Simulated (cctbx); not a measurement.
# What is wrong with this refinement?

Cell a = 10.0610 Å, b = 10.0610 Å, c = 10.0610 Å, α = 90.00°, β = 90.00°, γ = 90.00°; space group Fm-3m (no. 225). The compound is Na2LiVCl6.

The data are simulated with cctbx, not measured: Mo Kα, λ = 0.71073 Å, to d = 0.6 Å, 80 % of the full sphere, strongest reflection 20000 counts, noise from counting, a 6 % proportional error and a noise floor of 2 counts (s.d.); no absorption, and some extinction, which the refinements don't model.

An anisotropic refinement with weights 1/σ² prints:

```text
Rint 0.057, 163 unique reflections to 0.60 A
cycle     R1     wR2    GooF  max shift (A)
   1  0.3528  0.6929  26.805   0.00104
   9  0.0419  0.1193   4.614   0.00000
final R1 0.0419 wR2 0.1192 GooF 4.613  parameters 6  data/parameter 27.2
atom        x        y        z      Ueq    occ   su(xyz)  su(Uiso or U11)
V1     0.00000  0.00000  0.00000   0.0335  1.000  0.00000  0.0006
Cl1    0.00000  0.00000  0.76734   0.0258  1.000  0.00012  0.0004
Na1    0.25000  0.75000  0.75000   0.0321  1.000  0.00000  0.0008
Sc1    0.50000  0.00000  0.00000   3.1531  1.000  0.00000  0.8072
difference map: max 6.54 min -0.29 rms 0.14
Q1    0.0000  0.0000  0.5000    4    6.54  0.00 A from Sc1
Q2    0.0000  0.0000  0.0000    4    1.03  0.00 A from V1
Q3    0.0000  0.0000  0.2574   24    0.76  0.25 A from Cl1
Q4    0.2500  0.2500  0.2500    8    0.36  0.00 A from Na1
Q5    0.0751  0.2232  0.2232   96    0.17  1.80 A from Na1
Q6    0.0000  0.0578  0.1829   96    0.16  0.77 A from Cl1
```

Q: Accept it or mend it, and why?

Mend it. The fault: wrong element: Sc1 is Li. Against the right model at the same level, R1 goes from 0.0120 to 0.0419 and GooF from 1.04 to 4.61, U of Sc1 swells from 0.0352 to 3.1531 Å² and the top difference peak, 6.5 e/Å³, lies on Sc1. Sc1 has 18 electrons too many and its U swells to shed them, as expected.

The compound is Na2LiVCl6. The right model at the same level gives:

```text
Rint 0.057, 163 unique reflections to 0.60 A
cycle     R1     wR2    GooF  max shift (A)
   1  0.0134  0.0316   1.222   0.00005
   2  0.0120  0.0269   1.040   0.00000
final R1 0.0120 wR2 0.0269 GooF 1.040  parameters 6  data/parameter 27.2
atom        x        y        z      Ueq    occ   su(xyz)  su(Uiso or U11)
V1     0.00000  0.00000  0.00000   0.0334  1.000  0.00000  0.0001
Cl1    0.00000  0.00000  0.76704   0.0262  1.000  0.00003  0.0001
Na1    0.25000  0.75000  0.75000   0.0321  1.000  0.00000  0.0002
Li1    0.50000  0.00000  0.00000   0.0352  1.000  0.00000  0.0011
difference map: max 0.16 min -0.30 rms 0.04
Q1    0.0753  0.2230  0.2230   96    0.16  1.80 A from Na1
Q2    0.0000  0.0663  0.1768   96    0.13  0.87 A from Cl1
Q3    0.0737  0.0737  0.0737   32    0.13  1.28 A from V1
Q4    0.0000  0.0544  0.3439   96    0.12  1.24 A from Cl1
Q5    0.1600  0.1600  0.3400   32    0.10  1.57 A from Na1
Q6    0.0000  0.0721  0.0721   48    0.10  1.03 A from V1
```

Isotropic U is held between 0.0001 and 1 Å² by the program, and listed peak heights are interpolated, so they can pass the grid's maximum.

This is a model crystal, built by substitution and not relaxed, with assumed displacement parameters.

[Middle refinement cycles are left out of these outputs.]

[Logs are printed without paths, hosts, clocks, repeated set-up lines and the standing remarks that a program may print on its own settings, such as how far it seeks lower states.]
